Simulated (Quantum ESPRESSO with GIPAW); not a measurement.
# Octahedral tilting in SrTiO3 seen by 87Sr

Starting from the cubic perovskite, neighbouring octahedra are turned by θ about [001] in opposite senses, in all three directions (tilt system a⁰a⁰c⁻). The cell and the cations are held, so the in-plane bonds lengthen as 1/cos θ. GIPAW with PBEsol and plane-wave PAW files from pslibrary 1.0.0 recipes (Ti spn, Sr spn, O n), cutoffs 60 and 576 Ry, a 5×5×5 mesh in every shielding run (Quantum ESPRESSO with GIPAW, a patched development version), without spin-orbit coupling. The atoms are held where the series puts them. The cells were built for this series from an entry of the Crystallography Open Database, taken as a prototype, and need not be stable phases.

One member of the series, SrTiO3 (I4/mcm) at 6 °, as used in the shielding run:

```
Ti Sr O
1.0
     0.00000    3.90500    3.90500
     3.90500    0.00000    3.90500
     3.90500    3.90500    0.00000
Ti Sr O
2 2 6
Direct
  0.00000 0.00000 0.00000
  0.50000 0.50000 0.50000
  0.25000 0.25000 0.25000
  0.75000 0.75000 0.75000
  0.77628 0.22372 0.27628
  0.27628 0.72372 0.22372
  0.25000 0.25000 0.75000
  0.22372 0.77628 0.72372
  0.72372 0.27628 0.77628
  0.75000 0.75000 0.25000
```

```csv
angle θ (°),θ² (deg²),mean bond at Sr (Å),σ_iso of Sr (ppm)
0,0.00,2.7613,2911.33
1.5,2.25,2.7614,2910.03
3,9.00,2.7619,2906.12
4.5,20.25,2.7627,2899.74
6,36.00,2.7638,2891.03
7.5,56.25,2.7653,2880.22
9,81.00,2.7671,?
10.5,110.25,2.7692,2853.03
12,144.00,2.7717,2837.05
```

**Task.** Fit σ_iso of Sr against x, the square of the angle in deg²; judge whether a straight line is enough, and predict the withheld row (x = 81.00 deg²).

1. The 8 known rows give Σx = 378.00, Σy = 23088.55, Σx² = 37847.2500 and Σxy = 1080593.5950.

2. Slope b = (nΣxy − ΣxΣy)/(nΣx² − (Σx)²) = -0.51736 and intercept a = (Σy − bΣx)/n = 2910.51 ppm.

3. Residuals y − a − bx, in the order of the table: +0.82, +0.68, +0.26, -0.30, -0.86, -1.19, -0.44, +1.04 ppm; r.m.s. 0.77 ppm, R² = 0.999. They bend, and a quadratic term takes most of them away: y = 2911.2841 − 0.5759942 x + 4.22829e-4 x², r.m.s. 0.058 ppm.

4. At x = 81.00 deg², inside the fitted range, the line gives 2868.61 ppm and the parabola 2867.40 ppm.

5. The run gives 2867.50 ppm. The line misses by +1.11 ppm, the parabola by -0.10 ppm; that is within twice the r.m.s. of the parabola. Verdict: a line is not enough; the parabola both fits and predicts better.

Between neighbouring rows of the full table the slope is -5.8 ppm for 10 deg² of θ² at the low end and -4.7 at the high end. Turning by −θ gives the same structure shifted by one cell, so a mean over an element is even in θ: hence the fit against θ². The macroscopic shape term is left out. It is common to all sites of a cell; for a sphere, judged roughly from the xx and yy parts of the valence susceptibility, it lies between 4.4 and 5.4 ppm in these runs.

[Logs are printed without paths, hosts, clocks, repeated set-up lines and the standing remarks that a program may print on its own settings, such as how far it seeks lower states.]

[Hosts, paths, dates, database ids (printed as entryN), source tags and the programs' standing remarks are cut or masked in the printed files.]
